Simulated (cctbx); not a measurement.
# Reading a Patterson map

Space group P2_1/c (no. 14), a = 6.7100 Å, b = 6.7370 Å, c = 11.4924 Å, α = 90.00°, β = 125.01°, γ = 90.00°, content Te2 Fe2 Ca4 S12.

The data are simulated with cctbx, not measured: Mo Kα, λ = 0.71073 Å, to d = 0.6 Å, 80 % of the full sphere, strongest reflection 20000 counts, noise from counting, a 6 % proportional error and a noise floor of 2 counts (s.d.); no absorption.

Patterson synthesis, origin scaled to 1000:

```text
Patterson group P 1 2/m 1
      u       v       w   height  length (A)
  0.000   0.000   0.000   1000.0     0.00
  0.000   0.500   0.500    733.7     6.66
  0.500   0.500   0.000    600.9     4.75
  0.500   0.000   0.500    512.2     4.71
  0.248   0.500   0.249    277.0     4.10
  0.248   0.000   0.749    276.9     4.08
  0.320   0.000   0.247    244.2     2.39
  0.321   0.500   0.747    242.9     5.62
  0.247   0.196   0.961    133.1     2.36
  0.247   0.305   0.461    132.5     4.99
  0.155   0.285   0.954    125.9     2.38
  0.154   0.214   0.455    125.8     4.93
  0.180   0.500   0.751    107.9     5.00
  0.180   0.000   0.251    106.4     2.40
```

**Question.** Which atom pairs make the peaks, and where is the heaviest atom?

A peak at u stands for all pairs with xi − xj = u, with weight Σ ZiZj against Σ Z² = 11432 at the origin. Peak heights follow these weights only roughly, since form factors, motion and series ripples differ, all vectors within 0.55 Å of a peak are counted as merged into it though the farther ones add only part of their weight, and F(000) is left out, which lowers the whole map:

| u | v | w | shortest length (Å) | height | 1000 ΣZiZj/ΣZ² | pairs in the cell |
| --- | --- | --- | --- | --- | --- | --- |
| 0.000 | 0.500 | 0.500 | 6.66 | 734 | 821 | 2 × Te–Te, 4 × Ca–Ca, 2 × Fe–Fe, 4 × S–S |
| 0.500 | 0.500 | 0.000 | 4.75 | 601 | 613 | 4 × Te–Fe, 4 × Ca–Ca |
| 0.500 | 0.000 | 0.500 | 4.71 | 512 | 613 | 4 × Te–Fe, 4 × Ca–Ca |
| 0.248 | 0.500 | 0.249 | 4.10 | 277 | 546 | 4 × Te–Ca, 4 × Fe–Ca |
| 0.248 | 0.000 | 0.749 | 4.07 | 277 | 546 | 4 × Te–Ca, 4 × Fe–Ca |
| 0.320 | 0.000 | 0.247 | 2.38 | 244 | 291 | 4 × Te–S |
| 0.321 | 0.500 | 0.747 | 5.04 | 243 | 291 | 4 × Te–S |
| 0.247 | 0.196 | 0.961 | 2.35 | 133 | 146 | 2 × Te–S |
| 0.247 | 0.305 | 0.461 | 5.00 | 132 | 146 | 2 × Te–S |
| 0.155 | 0.285 | 0.954 | 2.38 | 126 | 146 | 2 × Te–S |

The table stops at ten peaks or at a height of 45, below which ripples compete. In the model behind the data Te, the heaviest element, has 1 independent site: (1/2, 0, 0), up to an allowed shift of origin; the Te–Te vectors are differences of these positions and their symmetry mates. The whole model:

```
atom  mult.       x       y       z  Ueq (Å²)
 Te1      2     1/2       0       0    0.0044
 Fe1      2       0       0     1/2    0.0054
 Ca1      4  0.7436  0.0397  0.7469    0.0079
  S1      4  0.8199  0.4791  0.7481    0.0055
  S2      4  0.2507  0.1967  0.0388    0.0091
  S3      4  0.6563  0.2860  0.9545    0.0106
```

This is a model crystal, built by substitution and not relaxed, with assumed displacement parameters.

[Logs are printed without paths, hosts, clocks, repeated set-up lines and the standing remarks that a program may print on its own settings, such as how far it seeks lower states.]
